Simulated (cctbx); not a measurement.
# What is wrong with this refinement?

Cell a = 5.9730 Å, b = 5.9730 Å, c = 8.5850 Å, α = 90.00°, β = 90.00°, γ = 90.00°; space group P4/mbm (no. 127).

The data are simulated with cctbx, not measured: Ga Kα, λ = 1.3414 Å, to d = 0.8 Å, 95 % of the full sphere, strongest reflection 20000 counts, noise from counting, a 6 % proportional error and a noise floor of 15 counts (s.d.); no absorption, and some extinction, which the refinements don't model.

An anisotropic refinement with weights 1/σ² prints:

```text
Rint 0.057, 194 unique reflections to 0.80 A
cycle     R1     wR2    GooF  max shift (A)
   1  0.2429  0.4648  13.631   0.04254
   2  0.2197  0.3463  10.156   0.00017
final R1 0.2197 wR2 0.3463 GooF 10.156  parameters 11  data/parameter 17.6
atom        x        y        z      Ueq    occ   su(xyz)  su(Uiso or U11)
Pb1    0.72151  0.77849  0.00000  -0.0100  1.000  0.00071  0.0024  NPD
Pt1    0.79043  0.70957  0.50000  -0.0056  1.000  0.00077  0.0027  NPD
Pt2    0.50000  0.50000  0.25450  -0.0033  1.000  0.00091  0.0025  NPD
difference map: max 143.28 min -15.53 rms 9.61
Q1    0.0000  0.5000  0.2560    4  148.75  2.74 A from Pt1
Q2    0.2451  0.2549  0.5000    4  104.16  0.30 A from Pt1
Q3    0.0000  0.0000  0.2481    4  102.82  0.06 A from Pt2
Q4    0.2512  0.2488  0.0000    4  100.60  0.23 A from Pb1
Q5    0.0747  0.3010  0.0000    8   10.92  1.31 A from Pb1
Q6    0.1545  0.6545  0.4204    8    9.57  1.34 A from Pt1
```

**Question.** Can this result stand? If not, what is the likely fault?

Mend it. The fault: an atom left out, Ga at (0, 1/2, 0.7413). Against the right model at the same level, R1 goes from 0.0193 to 0.2197 and GooF from 1.07 to 10.16, U of Pb1 shrinks from 0.0023 to -0.0100 Å², the top difference peak, 148.8 e/Å³, lies 2.74 Å from Pt1 and Pb1, Pt1 and Pt2 go non-positive-definite. Q1 is the missing atom. With scattering power missing, scale and phases suffer, so peaks may also grow on the heavy atoms.

The compound is GaPt2Pb. The right model at the same level gives:

```text
Rint 0.057, 194 unique reflections to 0.80 A
cycle     R1     wR2    GooF  max shift (A)
   1  0.0237  0.0444   1.316   0.00082
   2  0.0193  0.0362   1.073   0.00000
final R1 0.0193 wR2 0.0362 GooF 1.073  parameters 15  data/parameter 12.9
atom        x        y        z      Ueq    occ   su(xyz)  su(Uiso or U11)
Pb1    0.72644  0.77356  0.00000   0.0023  1.000  0.00007  0.0003
Pt1    0.78541  0.71459  0.50000   0.0024  1.000  0.00008  0.0003
Pt2    0.50000  0.50000  0.25294   0.0028  1.000  0.00012  0.0002
Ga1    0.00000  0.50000  0.74020   0.0051  1.000  0.00036  0.0005
difference map: max 2.58 min -3.04 rms 0.76
Q1    0.0000  0.0000  0.0000    2    2.58  2.12 A from Pb1
Q2    0.1381  0.6381  0.3973    8    2.40  1.52 A from Pt1
Q3    0.0634  0.4366  0.0000    4    2.05  1.78 A from Pb1
Q4    0.0801  0.7997  0.3130   16    1.88  1.39 A from Pt2
Q5    0.1459  0.6459  0.0000    4    1.81  0.68 A from Pb1
Q6    0.0280  0.3178  0.3797   16    1.76  1.51 A from Ga1
```

The model is made up (kin elements in a known structure type, no relaxation), so it says nothing on whether the phase exists.

[Middle refinement cycles are left out of these outputs.]

[Logs are printed without paths, hosts, clocks, repeated set-up lines and the standing remarks that a program may print on its own settings, such as how far it seeks lower states.]
